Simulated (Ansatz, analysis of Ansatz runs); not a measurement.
# Optical absorption band of the F+ centre in corundum (PBE), part 2 of 2

How near does this set-up come to the measured optical absorption band? Subject: F+ centre in corundum. Set-up: PBE, 80-site cell, PBE lattice, 420 eV, k: the zone centre alone. The model is a cell of 80 host atoms with 1 O taken out. The excitation energy is a difference of total energies with one electron moved up within one spin channel. A local or semilocal functional is the cheapest first rung.

Ansatz 0.2.0; PBE, 80-site cell, PBE lattice, 420 eV, k: the zone centre alone.

So far: The starting structure; Relaxation, charge +1.

**3. Ground state**

Both spins' levels are needed to pick the two between which the electron moves, so the ground state is solved with empty bands.

This step: plane-wave PAW DFT, PBE; single point of a defect supercell.

Contents of ground/input.yaml:

```yaml
crystal:
  lattice:
    - [4.80871308, 2.77631179, 8.74900355]
    - [-4.80871308, 2.77631179, 8.74900355]
    - [0.0, -5.55262358, 8.74900355]
  atoms:
    - { symbol: Al, position: [0.175013928, 0.177893924, 0.174916487] }
    - { symbol: Al, position: [0.073770723, 0.074436752, 0.072118346] }
[... 5 atom lines left out ...]
    - { symbol: O, position: [0.225718009, 0.020440951, 0.377875165] }
[... 6 atom lines left out ...]
    - { symbol: O, position: [0.278195463, 0.474253077, 0.625236161] }
[... 7 atom lines left out ...]
    - { symbol: Al, position: [0.319858354, 0.830214699, 0.313886199] }
    - { symbol: Al, position: [0.430141646, 0.936113801, 0.419785301] }
[... 1 atom line left out ...]
    - { symbol: O, position: [0.127268214, 0.777374274, 0.472790405] }
    - { symbol: O, position: [0.469154883, 0.62695592, 0.283388353] }
[... 3 atom lines left out ...]
    - { symbol: Al, position: [0.163499851, 0.672135787, 0.684427597] }
[... 3 atom lines left out ...]
    - { symbol: O, position: [0.280845117, 0.966611647, 0.62304408] }
[... 1 atom line left out ...]
    - { symbol: O, position: [0.471804537, 0.624763839, 0.775746923] }
[... 27 atom lines left out ...]
    - { symbol: O, position: [0.622731786, 0.777209595, 0.472625726] }
[... 3 atom lines left out ...]
    - { symbol: O, position: [0.524281991, 0.872124835, 0.229559049] }
[... 1 atom line left out ...]
    - { symbol: Al, position: [0.586500149, 0.565572403, 0.577864213] }
[... 7 atom lines left out ...]
    - { symbol: O, position: [0.52823909, 0.875335113, 0.72105577] }
total_charge: 1
basis:
  ecutwfc: 420
  xc_grid: 2
hamiltonian:
  xc: pbe
kpoints:
  mp_grid: { grid: [1, 1, 1] }
magnetization:
  spin_polarized: true
  initial_magnetization: 1
  spin_locking: { lock_magnetization: hard }
scf:
  occupations: { method: fermi_dirac, width: 0.01 }
  max_iter: 120
  n_extra_bands: 20
  lower_state_search: "off"
output:
  forces: true
  eigenvalues: true
  eigenstates: { localisation: true }
checkpoint:
  read: "../relax.run"
  write: "../ground.run"
  compress: false
  write_wavefunctions: true
  write_every: 100000
```

Run with:

```bash
> ansatz run input.yaml --threads 2 --pin off --max-ram 3768MiB --backend cpu --events-out ev --progress --plain --runs-dir out
```

Numbers of over 12 decimals in the logs are rounded to 6 here.

The log of the run:

```text
[...]
Warning: the band count 209 (scf.n_extra_bands) hosts the net moment |M| = 1.0000 μB (N_el = 377) but caps the reachable moment at 2·n_bands − N_el = 41.0000 μB, below the 268 bands that the automatic rule leaves for it — a moment growing past the seed, or [...]
[...]
Crystal: 79 atoms, lattice volume = 700.821 Å³
Basis set: ecut = 420 eV, 13757 PW (Γ), exchange–correlation on 144×144×144 points (8 copies of the dense FFT grid, shifted against one another)
Bands: 209, of which v1, the nominal top of the filled ones, is band 189 counted from 1 (188 counted from 0)
Symmetry: 2 space group operations
[...]
k-points: 1
[...]
Starting moments: Σ|m| = 1 μB on 79 of 79 sites; this step starts from the density that it was given
[...]
--- Forces (eV/Å), atoms counted from 1 ---
  atom   1  Al     0.00092479     0.00058281     0.00002422
  atom   2  Al    -0.00094489    -0.00031456     0.00036064
  [... 5 atoms left out ...]
  atom   8  O     -0.00041431    -0.00013457     0.00047311
  [... 14 atoms left out ...]
  atom  23  Al     0.00097552    -0.00083067     0.00083186
  atom  24  Al     0.00023163    -0.00126016    -0.00083186
  [... 1 atom left out ...]
  atom  26  O     -0.00047250    -0.00073276     0.00049876
  atom  27  O      0.00103118    -0.00073606    -0.00119248
  [... 3 atoms left out ...]
  atom  31  Al    -0.00037641     0.00062339     0.00003510
  [... 3 atoms left out ...]
  atom  35  O      0.00012185    -0.00126106     0.00119248
  [... 29 atoms left out ...]
  atom  65  O      0.00087084     0.00004281    -0.00049876
  [... 3 atoms left out ...]
  atom  69  O      0.00032369     0.00029152    -0.00047311
  [... 1 atom left out ...]
  atom  71  Al    -0.00035167     0.00063767    -0.00003510
  [... 8 atoms left out ...]
  max |Σ_I F_I| component: 2.52e-5 eV/Å
--- Band table (eV) ---
[...]
[key lines of the parts left out:]
SCF converged after 2 iterations
Magnetization: 1.0000 μB (189.0000 up, 188.0000 down)
Free energy (F): -43995.136251 eV
Fermi energy:    10.331064 (↑ 11.488344, ↓ 9.153738) eV
```

Elapsed: 4.3 s, on 2 threads of AMD EPYC 9R45, shared host; peak memory 1.2 GiB.

This step gave:

```yaml
free_energy: -43995.1363 eV
total_moment: 1 μB
integral_of_the_absolute_spin_density: 1.045 μB
spin_contamination: 0.002281
```

From eigenstates.tsv, first k-point; energies on the run's zero. The participation number counts the atoms that a state is spread over, of 79; bands count from 0.

| spin | band | energy (eV) | occupation | participation | largest share on | share |
| --- | --- | --- | --- | --- | --- | --- |
| down | 182 | 7.025 | 1.00 | 29.4 | O16 | 0.07 |
| down | 183 | 7.036 | 1.00 | 25.3 | O9 | 0.09 |
| down | 184 | 7.042 | 1.00 | 24.1 | O18 | 0.09 |
| down | 185 | 7.188 | 1.00 | 44.7 | O20 | 0.03 |
| down | 186 | 7.190 | 1.00 | 46.5 | O18 | 0.04 |
| down | 187 | 7.231 | 1.00 | 45.2 | O58 | 0.04 |
| down | 188 | 11.077 | 0.00 | 12.0 | Al31 | 0.17 |
| down | 189 | 13.522 | 0.00 | 75.7 | Al31 | 0.02 |
| down | 190 | 14.709 | 0.00 | 10.6 | Al31 | 0.19 |
| down | 191 | 15.094 | 0.00 | 15.1 | Al23 | 0.12 |
| down | 192 | 15.351 | 0.00 | 34.1 | O27 | 0.06 |
| up | 183 | 7.032 | 1.00 | 24.3 | O5 | 0.09 |
| up | 184 | 7.038 | 1.00 | 24.4 | O18 | 0.09 |
| up | 185 | 7.183 | 1.00 | 44.2 | O20 | 0.03 |
| up | 186 | 7.185 | 1.00 | 45.6 | O18 | 0.04 |
| up | 187 | 7.227 | 1.00 | 44.6 | O58 | 0.04 |
| up | 188 | 9.586 | 1.00 | 10.5 | Al31 | 0.18 |
| up | 189 | 13.391 | 0.00 | 78.3 | O48 | 0.01 |
| up | 190 | 13.941 | 0.00 | 8.0 | Al31 | 0.23 |
| up | 191 | 14.478 | 0.00 | 12.3 | Al23 | 0.14 |
| up | 192 | 14.985 | 0.00 | 20.7 | Al23 | 0.10 |
| up | 193 | 15.696 | 0.00 | 61.9 | O58 | 0.03 |

Under PBE at the zone centre alone, the highest filled state is spin up, spread over 10 of 79 atoms, and the lowest empty one, 1.49 eV above it, is spin down, spread over 12 of 79 atoms.

The atoms' spheres hold 0.26 of the 1 μB, none over 0.03 μB.

**4. Excited state at the ground state's structure**

One electron is moved to the upper level and held there by its overlap; at the ground state's structure the energy difference is the vertical absorption.

This step: plane-wave PAW DFT, PBE; single point of a defect supercell.

excited/input.yaml, as its differences from ground/input.yaml of step 3:

```diff
@@ -45,4 +45,9 @@
 scf:
-  occupations: { method: fermi_dirac, width: 0.01 }
-  max_iter: 120
+  occupations:
+    method: fermi_dirac
+    width: 0.01
+    excite:
+      from: { channel: up, k: 0, band: v1, track: overlap }
+      to: { channel: up, k: 0, band: c1, track: overlap }
+  max_iter: 150
   n_extra_bands: 20
@@ -51,7 +56,5 @@
   forces: true
-  eigenvalues: true
-  eigenstates: { localisation: true }
 checkpoint:
-  read: "../relax.run"
-  write: "../ground.run"
+  read: "../ground.run"
+  write: "../excited.run"
   compress: false
```

The log of the run:

```text
[...]
Crystal: 79 atoms, lattice volume = 700.821 Å³
Basis set: ecut = 420 eV, 13757 PW (Γ), exchange–correlation on 144×144×144 points (8 copies of the dense FFT grid, shifted against one another)
Bands: 209, of which v1, the nominal top of the filled ones, is band 189 counted from 1 (188 counted from 0)
Symmetry: 2 space group operations
[...]
k-points: 1
Excitation: hole v1 ↑ at k 0, (0, 0, 0); particle c1 ↑ at k 0, (0, 0, 0); 1.000000e0 electrons a cell; the bands as a deck names them, k counted from 0 among the points solved; in brackets its point in fractional reciprocal coordinates
[...]
iter 1 solved again at ethr=1.79e-12 eV; its pass at ethr=3.10e-3 eV (dr2=6.75e-9 eV) is discarded
[...]
--- Forces (eV/Å), atoms counted from 1 ---
  atom   1  Al    -0.22334498     0.25992197    -0.31181150
  atom   2  Al    -0.09333312     0.01161706    -0.14176060
  [... 5 atoms left out ...]
  atom   8  O      1.04011250    -0.69537092     0.11102392
  [... 14 atoms left out ...]
  atom  23  Al    -0.79829771     1.58277102    -1.57177054
  atom  24  Al    -0.97157106     1.48273161     1.57177054
  [... 1 atom left out ...]
  atom  26  O      0.76647288     0.12352546     1.03297851
  atom  27  O     -0.39008842    -0.50068770     0.74842844
  [... 3 atoms left out ...]
  atom  31  Al    -1.11259055    -2.15444393    -1.28655575
  [... 3 atoms left out ...]
  atom  35  O      0.62865247     0.08748263    -0.74842844
  [... 29 atoms left out ...]
  atom  65  O     -0.49021263    -0.60202226    -1.03297851
  [... 3 atoms left out ...]
  atom  69  O      0.08215263    -1.24844931    -0.11102392
  [... 1 atom left out ...]
  atom  71  Al     2.42209845    -0.11369028     1.28655575
  [... 8 atoms left out ...]
  max |Σ_I F_I| component: 3.39e-5 eV/Å
--- Band table (eV) ---
[...]
[key lines of the parts left out:]
Converged-ψ floor refinement (derivative, response, wavefunction or occupation consumer): ⟨swp⟩=2.5  Hψ=853  notcnv=0
SCF converged after 13 iterations
Magnetization: 1.0000 μB (189.0000 up, 188.0000 down)
Free energy (F): -43990.907069 eV
Fermi energy:    8.246216 (↑ 10.293154, ↓ 8.244786) eV  (of the remaining states, beside the excitation)
```

Elapsed: 11 s, on 2 threads; peak memory 1.2 GiB; 21 s of CPU time.

In the SCF lines HF is the Harris–Foulkes energy and dr2 the Hartree energy of the density residual, in eV; the loop may stop once dr2 is under the threshold and the program's other checks hold. Hψ counts applications of the Hamiltonian.

This step gave:

| Property | Result |
| --- | --- |
| free energy | -43990.9071 eV |
| total moment | 1 μB |
| integral of the absolute spin density | 1.046 μB |
| spin contamination | 4.94e-4 |

**5. Outcome**

The level that takes the electron spreads over a large part of the cell (78 of 79 atoms): it is diffuse or a band state, and this cell can't show whether it is bound to the centre. For the record: Vertical absorption energy: computed 4.23 eV, measured 4.8 eV (lower of two bands); 0.57 eV below the measurement.

[Logs are printed without paths, hosts, clocks, repeated set-up lines and the standing remarks that a program may print on its own settings, such as how far it seeks lower states.]

[Hosts, paths, dates, database ids (printed as entryN), source tags and the programs' standing remarks are cut or masked in the printed files.]

[For some hosts the program warned that the k-mesh of the response run may be too coarse for force constants and the static dielectric constant; such warnings are not shown here.]
